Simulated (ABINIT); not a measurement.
# SrLiCl3 (Pm-3m): modes at Γ and the response to a field, part 2 of 3

Aim: the zone-centre modes of SrLiCl3 (Pm-3m).

ABINIT 10.8.3; DFT LDA, scalar-relativistic, plane waves, PseudoDojo norm-conserving pseudopotentials.

So far. Step 5 (Relaxation): The volume changes by -0.3 % in this run and stands -18.4 % from the first cell. The relaxed cell has a = 5.477 Å (conventional setting).

The structure was built from a prototype and need not be the compound's stable phase.

### 8. Linear response at Γ

The derivative of the wavefunctions by k comes first, since the response to a field is built on it; then the field and the displacements that symmetry doesn't supply are solved at q = 0.

It reads the wavefunctions written in step 6.

Input file dfpt_gamma.abi:

```
ndtset 2

# common to the responses
getwfk_filepath "gso_WFK"
kptopt 2
nqpt 1
qpt 0.0 0.0 0.0
asr 0
chneut 0

# d/dk
rfelfd1 2
rfdir1 1 1 1
iscf1 -3
tolwfr1 1.0d-20

# displacements, field
rfphon2 1
rfatpol2 1 5
rfdir2 1 1 1
rfelfd2 3
getddk2 1
tolvrs2 1.0d-10
prtwf2 0

# basis, mesh and filling
ecut 33.0
ngkpt 4 4 4
nshiftk 1
shiftk 0.5 0.5 0.5
istwfk *1
occopt 1
nband 17
nstep 100
diemac 9.0
prtebands 0
prtgsr 0
useylm 1

# cell and atoms
acell 10.34944551 10.34944551 10.34944551
rprim 
    1.0 0.0 0.0
    0.0 1.0 0.0
    0.0 0.0 1.0
ntypat 3
znucl 3 38 17
natom 5
typat 1 2 3 3 3
xred 
    0.0 0.0 0.0
    0.5 0.5 0.5
    0.5 0.5 0.0
    0.5 0.0 0.5
    0.0 0.5 0.5
pp_dirpath "./pseudo"
pseudos "Li.upf, Sr.upf, Cl.upf"
```

Command:

```sh
$ OMP_NUM_THREADS=1 mpirun -n 4 abinit dfpt_gamma.abi > dfpt_gamma.log
```

Numbers of over 12 decimals in the logs are rounded to 6 here.

dfpt_gamma.abo, the main output file:

```text
[banners, grids, parts of the stress and lines that vanish by symmetry left out]
- input  file    -> dfpt_gamma.abi
- output file    -> dfpt_gamma.abo
- root for input  files -> dfpt_gammai
[...]
DATASET    1 : space group Pm -3 m (#221); Bravais cP (primitive cubic)
[...]
nfft =      157464          nkpt =          32
[...]
DATASET    2 : space group Pm -3 m (#221); Bravais cP (primitive cubic)
[...]
nfft =      157464          nkpt =          32
[...]
== DATASET  1 ==================================================================
[...]
cutoff_energies: {ecut:  33.0, pawecutdg:  -1.0, }
[...]
- 17.00000   7.00000  180309                  znucl, zion, pspdat
[...]
Perturbation : derivative vs k along direction   1
[...]
-ETOT  1  -11.946616347170     -1.195E+01 3.335E-02 0.000E+00
 ETOT  2  -11.971488426406     -2.487E-02 9.414E-05 0.000E+00
 ETOT  3  -11.971587517637     -9.909E-05 8.253E-07 0.000E+00
 ETOT  4  -11.971588032305     -5.147E-07 3.484E-09 0.000E+00
 ETOT  5  -11.971588035279     -2.974E-09 4.274E-11 0.000E+00
[...]
At SCF step   10   max residual=  9.99E-21 < tolwfr=  1.00E-20 =>converged.
[...]
Perturbation : derivative vs k along direction   2
[...]
-ETOT  1  -11.946444303367     -1.195E+01 3.335E-02 0.000E+00
[...]
At SCF step   10   max residual=  9.92E-21 < tolwfr=  1.00E-20 =>converged.
[...]
Perturbation : derivative vs k along direction   3
[...]
-ETOT  1  -11.946616385315     -1.195E+01 3.335E-02 0.000E+00
[...]
At SCF step   10   max residual=  9.99E-21 < tolwfr=  1.00E-20 =>converged.
[...]
1        1       0.9036276370    0.0000000000
     1        2       0.0000000000    0.0000000000
     1        3       0.0000000000    0.0000000000
     2        1       0.0000000000    0.0000000000
     2        2       0.9036276370    0.0000000000
     2        3       0.0000000000    0.0000000000
     3        1       0.0000000000    0.0000000000
     3        2       0.0000000000    0.0000000000
     3        3       0.9036276370    0.0000000000
[...]
== DATASET  2 ==================================================================
[...]
cutoff_energies: {ecut:  33.0, pawecutdg:  -1.0, }
[...]
Perturbation : displacement of atom   1   along direction   1
[...]
-ETOT  1  0.208718     -3.641E+03 4.622E+01 6.423E+02
[...]
At SCF step   11       vres2   =  8.76E-11 < tolvrs=  1.00E-10 =>converged.
[...]
Perturbation : displacement of atom   2   along direction   1
[...]
-ETOT  1   10.999583723792     -2.716E+03 1.380E+01 5.812E+03
[...]
At SCF step   13       vres2   =  6.20E-12 < tolvrs=  1.00E-10 =>converged.
[...]
Perturbation : displacement of atom   3   along direction   1
[...]
-ETOT  1   1.000037     -1.337E+03 3.355E+00 2.382E+03
[...]
At SCF step   12       vres2   =  7.51E-12 < tolvrs=  1.00E-10 =>converged.
[...]
Perturbation : displacement of atom   3   along direction   3
[...]
-ETOT  1   11.047618268484     -1.358E+03 3.330E+00 7.532E+03
[...]
At SCF step   12       vres2   =  2.66E-11 < tolvrs=  1.00E-10 =>converged.
[...]
Perturbation : homogeneous electric field along direction   1
[...]
-ETOT  1  -40.125227291052     -4.013E+01 2.731E-01 3.223E+04
[...]
ETOT 11  -49.804147753358     -2.670E-11 7.126E-14 7.820E-10
 ETOT 12  -49.804147753358      7.105E-14 3.327E-16 1.504E-11
 At SCF step   12       vres2   =  1.50E-11 < tolvrs=  1.00E-10 =>converged.
[...]
Dielectric tensor, in cartesian coordinates,
[...]
1    7   1    7         2.5317876264        -0.0000000000
   1    7   2    7        -0.0000000000        -0.0000000000
   1    7   3    7        -0.0000000000        -0.0000000000
   2    7   1    7        -0.0000000000        -0.0000000000
   2    7   2    7         2.5317876264        -0.0000000000
   2    7   3    7        -0.0000000000        -0.0000000000
   3    7   1    7        -0.0000000000        -0.0000000000
   3    7   2    7        -0.0000000000        -0.0000000000
   3    7   3    7         2.5317876264        -0.0000000000
  Effective charges, in cartesian coordinates,
[...]
1    1   1    7         1.3361858029         0.0000000000
   2    1   1    7         0.0000000000         0.0000000000
   3    1   1    7         0.0000000000         0.0000000000
   1    2   1    7         2.3566134131         0.0000000000
   2    2   1    7         0.0000000000         0.0000000000
[...]
Effective charges, in cartesian coordinates,
[...]
2    7   1    5         0.0000000000         0.0000000000
   3    7   1    5         0.0000000000         0.0000000000
   1    7   2    5         0.0000000000         0.0000000000
   2    7   2    5        -0.8711054920         0.0000000000
   3    7   2    5         0.0000000000         0.0000000000
   1    7   3    5         0.0000000000         0.0000000000
   2    7   3    5         0.0000000000         0.0000000000
   3    7   3    5        -0.8711054920         0.0000000000
  Phonon wavevector (reduced coordinates) :  0.00000  0.00000  0.00000
 Phonon energies in Hartree :
[...]
Phonon frequencies in cm-1    :
- -1.757337E+02 -1.757337E+02 -1.757337E+02 -5.855929E+01 -5.855929E+01
- -5.855929E+01  5.482125E-01  5.482127E-01  5.482133E-01  7.670319E+01
-  7.670319E+01  7.670319E+01  2.799820E+02  2.799820E+02  2.799820E+02
  Phonon at Gamma, with non-analyticity in the
[...]
Phonon energies in Hartree :
[...]
Phonon frequencies in cm-1    :
- -1.757337E+02 -1.757337E+02 -5.855929E+01 -5.855929E+01 -5.855929E+01
- -4.845972E+01  5.482125E-01  5.482127E-01  1.360532E+00  7.670319E+01
-  7.670319E+01  8.201343E+01  2.799820E+02  2.799820E+02  3.232341E+02
  Phonon at Gamma, with non-analyticity in the
[...]
Phonon energies in Hartree :
[...]
Phonon frequencies in cm-1    :
- -1.757337E+02 -1.757337E+02 -5.855929E+01 -5.855929E+01 -5.855929E+01
- -4.845972E+01  5.482125E-01  5.482133E-01  1.360532E+00  7.670319E+01
-  7.670319E+01  8.201343E+01  2.799820E+02  2.799820E+02  3.232341E+02
  Phonon at Gamma, with non-analyticity in the
[...]
Phonon energies in Hartree :
[...]
Phonon frequencies in cm-1    :
- -1.757337E+02 -1.757337E+02 -5.855929E+01 -5.855929E+01 -5.855929E+01
- -4.845972E+01  5.482127E-01  5.482133E-01  1.360532E+00  7.670319E+01
-  7.670319E+01  8.201343E+01  2.799820E+02  2.799820E+02  3.232341E+02
[...]
fcart2     0.0000000000E+00  0.0000000000E+00  0.0000000000E+00
           strten2     0.0000000000E+00  0.0000000000E+00  0.0000000000E+00
================================================================================
```

Run time: 3.4 min. Hardware: 4 MPI ranks of Arm Neoverse V2, shared host; 14 min of CPU time.

Numbers from this step:

* miss of the charge sum rule: 0.01746 e
* largest acoustic frequency at the zone centre before the sum rule: 0.55 cm⁻¹
* highest optical zone-centre mode (no LO-TO term): 280.0 cm⁻¹
* lowest optical zone-centre mode: -175.7 cm⁻¹
* mean high-frequency dielectric constant: 2.532
* largest Born charge in size (third of the trace): 2.357 e

Born charge (rows field, columns displacement), before the sum rule (e), principal values of the symmetric part by kind of site:

```csv
atom,atoms with these values,low,middle,high,mean
Li1,1,1.34,1.34,1.34,1.34
Sr2,1,2.36,2.36,2.36,2.36
Cl3,3,-1.93,-0.87,-0.87,-1.23
```

In full for Li1:

```
1.34 0.00 0.00
0.00 1.34 0.00
0.00 0.00 1.34
```

High-frequency dielectric tensor:

```
2.53 0.00 0.00
0.00 2.53 0.00
0.00 0.00 2.53
```

The acoustic modes at Γ come out as far as 0.6 cm⁻¹ from zero, where they should vanish, a small numerical error; the Born charges miss their sum rule by 0.017 e, which is good. The lowest optical mode is imaginary, 176i cm⁻¹, an instability at this level and on this k mesh.

### 9. Modes with the sum rule

anaddb reads the merged derivatives, imposes the acoustic sum rule and charge neutrality, and adds the LO-TO term along chosen directions.

Input file anaddb.abi:

```
ddb_filepath "gamma_DDB"
output_file "anaddb.abo"
outdata_prefix "anaddb"
asr 1
chneut 1
enunit 2
eivec 1
nph1l 1
qph1l 0.0 0.0 0.0 1.0
dieflag 2
nph2l 3
qph2l 
    1.0 0.0 0.0 0.0
    0.0 0.0 1.0 0.0
    1.0 1.0 1.0 0.0
```

Input file mrgddb.in:

```
gamma_DDB
merged
2
dfpt_gammao_DS2_DDB
gso_DDB
```

Command:

```sh
$ mrgddb < mrgddb.in > mrgddb.log
$ OMP_NUM_THREADS=1 anaddb anaddb.abi > anaddb.log
```

anaddb.abo, the main output file:

```text
[banners, grids, parts of the stress and lines that vanish by symmetry left out]
-outvars_anaddb: echo values of input variables ----------------------

 Flags :
[...]
Dielectric Tensor and Effective Charges
[...]
Effective charge tensors after
[...]
Phonon wavevector (reduced coordinates) :  0.00000  0.00000  0.00000
 Phonon energies in Hartree :
[...]
Phonon energies in meV     :
- -2.178823E+01 -2.178823E+01 -2.178823E+01 -7.261039E+00 -7.261039E+00
- -7.261039E+00  0.000000E+00  0.000000E+00  0.000000E+00  9.509716E+00
-  9.509716E+00  9.509716E+00  3.471324E+01  3.471324E+01  3.471324E+01
 Phonon frequencies in cm-1    :
- -1.757340E+02 -1.757340E+02 -1.757340E+02 -5.856423E+01 -5.856423E+01
- -5.856423E+01  0.000000E+00  0.000000E+00  0.000000E+00  7.670103E+01
-  7.670103E+01  7.670103E+01  2.799812E+02  2.799812E+02  2.799812E+02
 Phonon frequencies in Thz     :
- -5.268372E+00 -5.268372E+00 -5.268372E+00 -1.755711E+00 -1.755711E+00
- -1.755711E+00  0.000000E+00  0.000000E+00  0.000000E+00  2.299439E+00
-  2.299439E+00  2.299439E+00  8.393625E+00  8.393625E+00  8.393625E+00
 Phonon energies in Kelvin  :
- -2.528420E+02 -2.528420E+02 -2.528420E+02 -8.426086E+01 -8.426086E+01
- -8.426086E+01  0.000000E+00  0.000000E+00  0.000000E+00  1.103557E+02
-  1.103557E+02  1.103557E+02  4.028305E+02  4.028305E+02  4.028305E+02
[...]
-  1  0.00000000E+00  0.00000000E+00 -8.26442001E-03
-     0.00000000E+00  0.00000000E+00  0.00000000E+00
-  2  0.00000000E+00  0.00000000E+00 -1.30232066E-04
-     0.00000000E+00  0.00000000E+00  0.00000000E+00
-  3  0.00000000E+00  0.00000000E+00 -8.60497828E-05
-     0.00000000E+00  0.00000000E+00  0.00000000E+00
-  4  0.00000000E+00  0.00000000E+00  1.01296989E-03
-     0.00000000E+00  0.00000000E+00  0.00000000E+00
-  5  0.00000000E+00  0.00000000E+00  1.01296989E-03
-     0.00000000E+00  0.00000000E+00  0.00000000E+00
[...]
-  1  0.00000000E+00  8.26442001E-03  0.00000000E+00
-     0.00000000E+00  0.00000000E+00  0.00000000E+00
-  2  0.00000000E+00  1.30232066E-04  0.00000000E+00
-     0.00000000E+00  0.00000000E+00  0.00000000E+00
-  3  0.00000000E+00 -1.01296989E-03  0.00000000E+00
-     0.00000000E+00  0.00000000E+00  0.00000000E+00
-  4  0.00000000E+00  8.60497828E-05  0.00000000E+00
-     0.00000000E+00  0.00000000E+00  0.00000000E+00
-  5  0.00000000E+00 -1.01296989E-03  0.00000000E+00
-     0.00000000E+00  0.00000000E+00  0.00000000E+00
[...]
-  1  8.26442001E-03  0.00000000E+00  0.00000000E+00
-     0.00000000E+00  0.00000000E+00  0.00000000E+00
-  2  1.30232066E-04  0.00000000E+00  0.00000000E+00
-     0.00000000E+00  0.00000000E+00  0.00000000E+00
-  3 -1.01296989E-03  0.00000000E+00  0.00000000E+00
-     0.00000000E+00  0.00000000E+00  0.00000000E+00
-  4 -1.01296989E-03  0.00000000E+00  0.00000000E+00
-     0.00000000E+00  0.00000000E+00  0.00000000E+00
[...]
Phonon at Gamma, with non-analyticity in the
[...]
Phonon energies in Hartree :
[...]
Phonon energies in meV     :
- -2.178823E+01 -2.178823E+01 -7.261039E+00 -7.261039E+00 -7.261039E+00
- -6.144201E+00  0.000000E+00  0.000000E+00  0.000000E+00  9.509716E+00
[...]
Phonon frequencies in cm-1    :
[...]
Phonon frequencies in Thz     :
[...]
Phonon energies in Kelvin  :
[...]
- -7.130050E+01  0.000000E+00  0.000000E+00  0.000000E+00  1.103557E+02
-  1.103557E+02  1.181034E+02  4.028305E+02  4.028305E+02  4.650640E+02
[...]
-  5  0.00000000E+00  0.00000000E+00 -2.78150787E-03
-     0.00000000E+00  0.00000000E+00  0.00000000E+00
[...]
-  1  0.00000000E+00  0.00000000E+00  0.00000000E+00
-     0.00000000E+00  0.00000000E+00  0.00000000E+00
-  2  0.00000000E+00  0.00000000E+00  0.00000000E+00
-     0.00000000E+00  0.00000000E+00  0.00000000E+00
-  3  0.00000000E+00 -2.78150787E-03  0.00000000E+00
-     0.00000000E+00  0.00000000E+00  0.00000000E+00
-  4  0.00000000E+00  0.00000000E+00  0.00000000E+00
-     0.00000000E+00  0.00000000E+00  0.00000000E+00
-  5  0.00000000E+00  2.78150787E-03  0.00000000E+00
-     0.00000000E+00  0.00000000E+00  0.00000000E+00
[...]
Phonon at Gamma, with non-analyticity in the
[...]
Phonon energies in Hartree :
[...]
Phonon energies in meV     :
- -2.178823E+01 -2.178823E+01 -7.261039E+00 -7.261039E+00 -7.261039E+00
- -6.144201E+00  0.000000E+00  0.000000E+00  0.000000E+00  9.509716E+00
-  9.509716E+00  1.017736E+01  3.471324E+01  3.471324E+01  4.007611E+01
 Phonon frequencies in cm-1    :
- -1.757340E+02 -1.757340E+02 -5.856423E+01 -5.856423E+01 -5.856423E+01
[...]
Phonon frequencies in Thz     :
[...]
Phonon energies in Kelvin  :
[...]
Phonon at Gamma, with non-analyticity in the
[...]
Phonon energies in Hartree :
[...]
Phonon energies in meV     :
[...]
Phonon frequencies in cm-1    :
[...]
Phonon frequencies in Thz     :
[...]
Phonon energies in Kelvin  :
[...]
- -7.130050E+01  0.000000E+00  0.000000E+00  0.000000E+00  1.103557E+02
-  1.103557E+02  1.181034E+02  4.028305E+02  4.028305E+02  4.650640E+02
[...]
-  4  1.50944010E-04  1.72834847E-03 -5.66413579E-05
-     0.00000000E+00  0.00000000E+00  0.00000000E+00
-  5 -2.76645293E-03 -9.43026520E-05 -5.66413579E-05
-     0.00000000E+00  0.00000000E+00  0.00000000E+00
[...]
;  5 -1.87937839E-03 -7.99821177E-05 -7.99821177E-05
;     0.00000000E+00  0.00000000E+00  0.00000000E+00
-
```

Wall time 0.5 s (1 thread).

Numbers from this step:

| Quantity | Value |
| --- | --- |
| highest mode moved by the LO-TO term | 323.2 cm⁻¹ |

No LO-TO term; unit eigenvectors of the mass-weighted matrix, from anaddb's displacements. Modes at Γ, with each element's share of the kinetic energy (negative means imaginary):

| mode | frequency (cm⁻¹) | symmetry | Li % | Sr % | Cl % |
| --- | --- | --- | --- | --- | --- |
| 1 | -175.7 | T1u | 86 | 0 | 13 |
| 2 | -175.7 | T1u | 86 | 0 | 13 |
| 3 | -175.7 | T1u | 86 | 0 | 13 |
| 4 | -58.6 | T2u | 0 | 0 | 100 |
| 5 | -58.6 | T2u | 0 | 0 | 100 |
| 6 | -58.6 | T2u | 0 | 0 | 100 |
| 7 | 0.0 | acoustic | 3 | 44 | 53 |
| 8 | 0.0 | acoustic | 3 | 44 | 53 |
| 9 | 0.0 | acoustic | 3 | 44 | 53 |
| 10 | 76.7 | T1u | 10 | 32 | 58 |
| 11 | 76.7 | T1u | 10 | 32 | 58 |
| 12 | 76.7 | T1u | 10 | 32 | 58 |
| 13 | 280.0 | T1u | 0 | 24 | 76 |
| 14 | 280.0 | T1u | 0 | 24 | 76 |
| 15 | 280.0 | T1u | 0 | 24 | 76 |

Displacements in mode 1 (-175.7 cm⁻¹), the largest set to 1:
```
Li1  0.00  0.00 -1.00
Sr2  0.00  0.00 -0.02
Cl3  0.00  0.00 -0.01
Cl4  0.00  0.00  0.12
Cl5  0.00  0.00  0.12
```

Displacements in mode 4 (-58.6 cm⁻¹), the largest set to 1:
```
Li1  0.00  0.00  0.00
Sr2  0.00  0.00  0.00
Cl3  0.00  0.00  0.00
Cl4  0.00  0.00  1.00
Cl5  0.00  0.00 -1.00
```

With imaginary modes the relaxed-ion tensors have no meaning and are not tabulated.

The rule moves no optical mode by more than 0.1 cm⁻¹.

[end of part 2 of 3]

[Host names and launcher messages were left out of these logs when they were recorded.]

[Logs are printed without paths, hosts, clocks, repeated set-up lines and the standing remarks that a program may print on its own settings, such as how far it seeks lower states.]

[Hosts, paths, dates, database ids (printed as entryN), source tags and the programs' standing remarks are cut or masked in the printed files.]
